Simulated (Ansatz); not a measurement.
# W2N(OH)2 MXene monolayer in a perpendicular field

Aim: how the W2N(OH)2 MXene monolayer screens a field along its normal, and what the field does to its bands. A positive field points along +c.

Program: Ansatz 0.2.0. Level of theory: plane-wave DFT, PBE-D3(BJ), Ansatz PAW. Results are calculated unless marked as measured.

Report form: the programs' logs are mostly left out.

## Step 1: Set-up

The cell holds 7 atoms: 2 H, 2 O, 2 W and 1 N. Cell: a = 3.054 Å, b = 3.054 Å, c = 44.417 Å, α = 90.0°, β = 90.0°, γ = 120.0°. Vacuum lies along c.

## Step 2: Relaxation

The starting cell is a guess, so the in-plane lattice and the atoms are relaxed first, with the slab cut off from its images along the normal.

The input, input.yaml:

```yaml
crystal:
  lattice:
    - [3.053908, 0.0, 0.0]
    - [-1.526954, 2.6447619088, 0.0]
    - [0.0, 0.0, 44.4170130495]
  atoms:
    - { symbol: H, position: [0.3333333333, 0.6666666667, 0.4243869343] }
    - { symbol: O, position: [0.3333333333, 0.6666666667, 0.4464505522] }
    - { symbol: W, position: [0.6666666667, 0.3333333333, 0.4728709643], spin: 1.0 }
    - { symbol: "N", position: [0.0, 0.0, 0.5] }
    - { symbol: W, position: [0.3333333333, 0.6666666667, 0.5271290357], spin: 1.0 }
    - { symbol: O, position: [0.6666666667, 0.3333333333, 0.5535494478] }
    - { symbol: H, position: [0.6666666667, 0.3333333333, 0.5756130657] }
  periodic: [true, true, false]
magnetization:
  spin_polarized: true
kpoints:
  mp_grid: { grid: [12, 12, 1] }
hamiltonian:
  xc: pbe
  dispersion: d3bj
scf:
  occupations: { method: fermi_dirac, width: 0.05 }
  convergence: { dr2_threshold: 1.0e-09 }
relax:
  f_tol: 0.004
  max_steps: 90
  cell: {}
output:
  write_potential: true
  write_density: true
  volumetric_format: npy
```

Run with:

```console
ansatz run input.yaml --threads 2 --pin off --max-ram 3072MiB --backend cpu --events-out ev --progress --plain --runs-dir out
```

The job ended after 2 min (2 threads of Intel Xeon 6975P-C (Granite Rapids), shared host; peak memory 0.92 GiB; 3.9 min of CPU time).

The steps of the relaxation:

```
step  energy less that of the first step (eV)  largest force component (eV/Å)  volume (Å³)
   1                                   0.0000                          1.6740       358.75
   2                                  -0.7660                          0.8375       349.51
   3                                  -1.4211                          1.1309       333.13
   4                                  -1.9752                          0.9023       309.67
   5                                  -2.0367                          0.5033       300.08
   6                                  -2.0503                          0.5799       300.91
   7                                  -2.0593                          0.0269       301.30
   8                                  -2.0593                          0.0127       301.34
   9                                  -2.0592                          0.0003       301.35
 10*                                  -2.0389                          0.0062       301.35
  11                                  -2.0398                          0.0029       300.68
 12*                                  -2.0392                          0.0029       300.68
```

Relaxation steps marked * repeat the geometry before them on a plane-wave basis chosen anew for their cell, so energy and pressure can jump there.

The run keeps the 12 symmetry operations that it works with, so distortions that break them were not tested.

```
cell as run  before  after  change
      a (Å)   3.054  2.796  -8.5 %
      b (Å)   3.054  2.796  -8.5 %
```

The atoms that moved most (Å, along periodic axes as changes of fractional coordinates times the final cell, across vacuum about the mean position):

```
atom     dx     dy      dz  length
  H1  0.000  0.000  -0.577   0.577
  H7  0.000  0.000   0.577   0.577
  O2  0.000  0.000  -0.572   0.572
  O6  0.000  0.000   0.572   0.572
  W3  0.000  0.000  -0.284   0.284
  W5  0.000  0.000   0.284   0.284
```

Numbers from this step:

```yaml
energy_at_zero_smearing: -22319.8882 eV
```

The lattice constant a goes from 3.054 to 2.796 Å.

## Step 3: Atoms held, field 0

A sawtooth potential applies the field, turning back in the middle of the vacuum. With the dipole correction the typed value is the field outside the slab. The induced dipole is small, so the SCF threshold is tight.

The cell differs from the one that the last finished run ended in (c 44.417 → 25.871 Å).

The input, input.yaml:

```yaml
crystal:
  lattice:
    - [2.7958363036, 0.0, 0.0]
    - [-1.3979181518, 2.4212652638, 0.0]
    - [0.0, 0.0, 25.87062397]
  atoms:
    - { symbol: H, position: [0.3333333333, 0.6666666667, 0.3478849219] }
    - { symbol: O, position: [0.3333333333, 0.6666666667, 0.3859367885] }
    - { symbol: W, position: [0.6666666667, 0.3333333333, 0.4424387681] }
    - { symbol: "N", position: [0.0, 0.0, 0.5] }
    - { symbol: W, position: [0.3333333333, 0.6666666667, 0.5575612319] }
    - { symbol: O, position: [0.6666666667, 0.3333333333, 0.6140632115] }
    - { symbol: H, position: [0.6666666667, 0.3333333333, 0.6521150781] }
kpoints:
  mp_grid: { grid: [18, 18, 1] }
  band_path:
    path: [[0, 0, 0], [0.5, 0, 0], [0.33333333, 0.33333333, 0], [0, 0, 0]]
    npoints: 16
hamiltonian:
  xc: pbe
  dispersion: d3bj
scf:
  occupations: { method: fermi_dirac, width: 0.02585 }
  convergence: { dr2_threshold: 1.0e-10 }
efield:
  axis: 3
  dipole_correction: true
  ramp_position: 0.97
  ramp_width: 0.06
  amplitude: 0
output:
  dos: { projected: true, e_range: [-6, 5] }
  write_potential: true
  write_density: true
  volumetric_format: npy
  elf: true
```

The job ended after 9.5 s (2 threads; peak memory 0.56 GiB; 19 s of CPU time).

This step gave:

- energy at zero smearing: -22319.9064 eV
- work function, upper face: 2.663 eV
- dipole along the normal: 2.80e-7 e·Å

Running mean over a fixed 2.7 Å (it still follows the layers) of the planar mean; the ramp of the sawtooth is left out. Table of electron's electrostatic potential energy less the Fermi level by z:

```
z (Å)  electron's electrostatic potential energy less the Fermi level (eV)
    4                                                                 2.66
    5                                                                 2.63
    6                                                                 2.53
    7                                                                 2.11
    8                                                                0.629
    9                                                                -2.60
   10                                                                -8.53
   11                                                                -14.1
   12                                                                -14.6
   13                                                                -13.1
   14                                                                -14.6
   15                                                                -13.9
   16                                                                -7.43
   17                                                                -2.12
   18                                                                0.826
   19                                                                 2.20
   20                                                                 2.55
   21                                                                 2.64
   22                                                                 2.66
```

The density of states has structure finer than the step of the table below, so its rows give means over 0.2 eV, whole bins alone (the curve runs from -6 to 1.83 eV). Peaks (eV: height): -5.94: 7.27, -4.21: 3.89, -2.58: 6.15, -1.31: 5.47, -0.27: 3.31, -0.18: 3.31, 1.66: 8.83.

Table of density of states by energy, zero at the Fermi level; means over each step:

energy (eV), density of states (states/eV a cell) and a bar:
```
     -5.8       4.63 #####################
     -5.6       2.43 ##########
     -5.4       1.12 ###
     -5.2       1.32 ####
     -5.0       1.01 ##
     -4.8       1.17 ###
     -4.6       0.59 
     -4.4       0.88 ##
     -4.2       2.46 ##########
     -4.0       2.07 ########
     -3.8       1.65 ######
     -3.6       1.01 ##
     -3.4       0.72 #
     -3.2       0.76 #
     -3.0       1.33 ####
     -2.8       1.36 ####
     -2.6       3.06 #############
     -2.4       2.03 ########
     -2.2       1.49 #####
     -2.0       1.38 ####
     -1.8       0.81 #
     -1.6       1.18 ###
     -1.4       2.27 #########
     -1.2       2.13 ########
     -1.0       2.46 ##########
     -0.8       1.49 #####
     -0.6       1.41 ####
     -0.4       2.11 ########
     -0.2       2.29 #########
      0.0       2.38 #########
      0.2       2.23 #########
      0.4       2.19 ########
      0.6       2.10 ########
      0.8       2.22 #########
      1.0       2.19 ########
      1.2       2.36 #########
      1.4       3.65 ################
      1.6       6.34 ##############################
```

Projected DOS per atom over height of the atomic layer and energy from the Fermi level. Layers: H O W N W O H from below.

Values in states/eV, 22 rows by 7 columns, each cell a mean:
```
0.20 0.35 2.30 0.12 2.30 0.35 0.20
0.16 0.15 0.98 0.08 0.98 0.15 0.16
0.16 0.11 0.68 0.06 0.68 0.11 0.16
0.16 0.10 0.64 0.06 0.64 0.10 0.16
0.16 0.11 0.69 0.07 0.69 0.11 0.16
0.13 0.11 0.74 0.09 0.74 0.11 0.13
0.03 0.07 0.71 0.10 0.71 0.07 0.03
0.03 0.07 0.71 0.14 0.71 0.07 0.03
0.02 0.08 0.96 0.28 0.96 0.08 0.02
0.01 0.06 0.51 0.16 0.51 0.06 0.01
0.01 0.05 0.38 0.14 0.38 0.05 0.01
0.02 0.08 0.64 0.21 0.64 0.08 0.02
0.03 0.09 0.91 0.31 0.91 0.09 0.03
0.01 0.04 0.48 0.22 0.48 0.04 0.01
0.01 0.04 0.24 0.12 0.24 0.04 0.01
0.01 0.11 0.35 0.34 0.35 0.11 0.01
0.02 0.20 0.46 0.71 0.46 0.20 0.02
0.01 0.12 0.24 0.52 0.24 0.12 0.01
0.01 0.07 0.28 0.25 0.28 0.07 0.01
0.00 0.09 0.34 0.31 0.34 0.09 0.00
0.00 0.30 0.29 0.34 0.29 0.30 0.00
0.00 1.56 0.54 0.55 0.54 1.56 0.00
```
Columns: height of the atomic layer (Å) from 9 to 16.9 (not evenly spaced); rows upwards: energy from the Fermi level (eV) from -5.96 to 1.78.

The electronic bands at the labelled points (eV, zero at the Fermi level):

```
  point  band 21  band 22  band 23  band 24  band 25  band 26  band 27  band 28
      Γ    -3.63    -1.89    -1.30    -1.30    -0.27    -0.23    -0.14    -0.14
halfway    -4.13    -2.56    -1.14    -0.60     0.46     0.94     1.12     1.21
      M    -4.35    -3.17     1.75     1.83     2.37     2.93     3.49     3.59
halfway    -3.25    -2.24     1.03     1.20     1.69     1.81     2.78     3.13
      K    -1.20    -0.69    -0.69    -0.32     1.48     1.48     2.81     2.81
halfway    -2.90    -2.62    -1.63    -1.15     0.81     1.27     1.81     1.98
      Γ    -3.63    -1.89    -1.30    -1.30    -0.27    -0.23    -0.14    -0.14
```

Valence density in the ca plane at fractional y = 0.333, with atoms of W and O and H within 0.2 Å of it. It is the smooth field of the valence electrons, not physical close to the nuclei.

Values in e/Å³, 5 rows by 16 columns, each cell a mean:
```
0.0 0.0 0.0 0.0 0.0 0.0 0.1 0.3 2.6 1.8 0.3 0.4 0.8 2.0 0.3 0.0
0.0 0.0 0.0 0.0 0.0 0.0 0.0 0.3 3.9 3.1 0.2 0.3 1.4 4.9 0.8 0.0
0.0 0.0 0.0 0.0 0.0 0.0 0.1 0.3 2.5 1.8 0.3 0.4 0.8 1.9 0.3 0.0
0.0 0.0 0.0 0.0 0.0 0.0 0.1 0.5 0.5 0.5 0.6 1.0 0.6 0.2 0.0 0.0
0.0 0.0 0.0 0.0 0.0 0.0 0.1 0.5 0.5 0.5 0.6 1.0 0.6 0.2 0.0 0.0
```
Columns run along c (16.0 Å, from fractional 0.10 to 0.72 of the cell), rows up along a (2.8 Å). Atoms in or near the plane, at fractional coordinates: W at (0.44, 0.67), O at (0.61, 0.67), H at (0.65, 0.67).

ELF in the ca plane at fractional y = 0.333, with atoms of W and O and H within 0.2 Å of it. It is the smooth field of the valence electrons, not physical close to the nuclei.

Values, 5 rows by 16 columns, each cell a mean:
```
0.00 0.00 0.00 0.03 0.14 0.23 0.09 0.04 0.18 0.37 0.54 0.25 0.24 0.27 0.74 0.68
0.00 0.00 0.00 0.03 0.14 0.23 0.09 0.02 0.07 0.52 0.45 0.18 0.24 0.34 0.58 0.90
0.00 0.00 0.00 0.03 0.14 0.22 0.09 0.06 0.22 0.37 0.53 0.25 0.24 0.27 0.73 0.66
0.00 0.00 0.00 0.03 0.15 0.22 0.10 0.21 0.55 0.29 0.30 0.57 0.31 0.37 0.25 0.12
0.00 0.00 0.00 0.03 0.15 0.22 0.10 0.20 0.55 0.29 0.29 0.57 0.31 0.36 0.25 0.12
```
Columns run along c (16.0 Å, from fractional 0.06 to 0.68 of the cell), rows up along a (2.8 Å). Atoms in or near the plane, at fractional coordinates: W at (0.44, 0.67), O at (0.61, 0.67), H at (0.65, 0.67).

Electrostatic potential energy in the ca plane at fractional y = 0.333, with atoms of W and O and H within 0.2 Å of it. With pseudopotentials it is smooth inside the atoms' cores, unlike the true potential.

Ten even steps from '0' (-50 eV) to '9' (7 eV), each cell a mean:
```
99999999999999999999999997411478998878876889
99999999999999999999999986100058999888721355
99999999999999999999999985000048999998610122
99999999999999999999999986100158999888732466
99999999999999999999999998533579998767888899
99999999999999999999999998877889887546899999
99999999999999999999999999888898886445799999
99999999999999999999999998766788887556899999
```
Columns run along c (16.0 Å, from fractional 0.06 to 0.68 of the cell; values clipped at the 3rd and 97th percentile), rows up along a (2.8 Å). Atoms in or near the plane, at fractional coordinates: W at (0.44, 0.67), O at (0.61, 0.67), H at (0.65, 0.67).

The work function of the upper face is 2.66 eV.

## Step 4: Single point, field 0.1 V/Å

input.yaml: that of step 3 with these lines changed.

```diff
@@ -29,5 +29,4 @@
   ramp_width: 0.06
-  amplitude: 0
+  amplitude: 0.1
 output:
-  dos: { projected: true, e_range: [-6, 5] }
   write_potential: true
@@ -35,2 +34 @@
   volumetric_format: npy
-  elf: true
```

Run time: 13 s. Hardware: 2 threads; peak memory 0.58 GiB.

The dipole is 0.0495 e·Å.

## Step 5: Single point, field -0.1 V/Å

input.yaml: that of step 4 with these lines changed.

```diff
@@ -29,3 +29,3 @@
   ramp_width: 0.06
-  amplitude: 0.1
+  amplitude: -0.1
 output:
```

Run time: 14 s. Hardware: 2 threads; peak memory 0.57 GiB; 27 s of CPU time.

The dipole is -0.0495 e·Å.

## Step 6: Response, atoms held

This step: plane-wave DFT, PBE-D3(BJ), Ansatz PAW; response to a field along the normal, atoms held (Ansatz 0.2.0).

The dipoles give the slope, and the difference of two potentials shows where the field is screened.

This step gave:

- equivalent conductor thickness p/(ε₀AE): 13.23 Å
- distance between the outer atoms: 7.871 Å

The dipole of the cell by applied field:

```
applied field (V/Å)  dipole of the cell (e·Å)
            -0.1000                   -0.0495
             0.0000                    2.8e-7
             0.1000                    0.0495
```

Local field over the applied field, running mean. From the potentials at -0.1 and 0.1 V/Å; running mean over 2.5 Å. Local field over applied field against z:

```
z (Å)  local field over applied field
    5                           0.905
    6                           0.736
    7                           0.415
    8                          0.0647
    9                          -0.102
   10                         -0.0936
   11                         -0.0466
   12                         -0.0189
   13                        -0.00217
   14                         -0.0232
   15                         -0.0514
   16                          -0.101
   17                         -0.0932
   18                           0.101
   19                           0.463
   20                           0.766
   21                           0.918
```

The induced electron density oscillates, so the rows of the table below give means over windows of 1 Å about each position, cut where the curve ends. Its maxima inside the range that stand out by 2 % of the span (Å: e/Å³ per V/Å): 7.5: 0.00270, 9.6: 3.1e-4, 10.5: 7.9e-4, 11.9: 5.0e-6, 13.5: 1.1e-4, 14.7: 8.6e-4, 15.8: 0.00118, 16.8: 0.00108. Its minima: 9.1: -0.00108, 10.1: -0.00118, 11.2: -8.5e-4, 12.4: -1.1e-4, 13.9: -5.0e-6, 15.4: -7.9e-4, 16.2: -3.1e-4, 18.4: -0.00270.

Electrons, planar mean, per unit field. Table of induced electron density by z; means over each step:

z (Å), induced electron density (e/Å³ per V/Å) and a bar from the least value:
```
        5    0.00047 ##################
        6    0.00127 #######################
        7    0.00239 ##############################
        8    0.00213 ############################
        9   -0.00044 ############
       10   -0.00017 ##############
       11   -0.00026 #############
       12   -0.00009 ##############
       13    0.00001 ###############
       14    0.00014 ################
       15    0.00012 ################
       16    0.00030 #################
       17    0.00024 ################
       18   -0.00233 
       19   -0.00228 
       20   -0.00113 ########
       21   -0.00041 ############
```

By hand: between -0.1 and 0.1 V/Å the dipole changes by 0.09898 e·Å, a slope of 0.4949 e·Å²/V. A perfect conductor of thickness t has p = ε₀AEt, so t = 180.95 × 0.4949 / 6.769 = 13.23 Å (e/ε₀ = 180.95 V·Å, A in Å²).

The induced dipole is that of a conductor 13.23 Å thick.

## Step 7: Results

```yaml
gap_without_field: none
work_function_upper_face: 2.66 eV
equivalent_conductor_thickness_atoms_held: 13.2 Å
```

In words: The induced dipole equals that of a perfect conductor 13.23 Å thick, while the outer atoms lie 7.87 Å apart. There is no gap over 0.03 eV, with or without the field. The first relaxation ran with spin and lost its moment, and the later runs have none; other magnetic states were not tried. Spin-orbit coupling is left out, which matters for the bands of elements this heavy. The MXene's terminations sit over the metal atoms of its far layer; the site over carbon or nitrogen, which some compounds prefer, was not run.

[Logs are printed without paths, hosts, clocks, repeated set-up lines and the standing remarks that a program may print on its own settings, such as how far it seeks lower states.]

[Hosts, paths, dates, database ids (printed as entryN), source tags and the programs' standing remarks are cut or masked in the printed files.]

[Maps of the electrostatic potential energy from Ansatz leave out the sawtooth potential of an applied field or a dipole correction, so their vacuum need not be flat; planar profiles and work functions include it.]

[The density of states shown here was stored with 400 of the rows of the run's finer table, so its peaks can read low, often by over a quarter, or be missed, and its means over a window can be off by a tenth or more.]
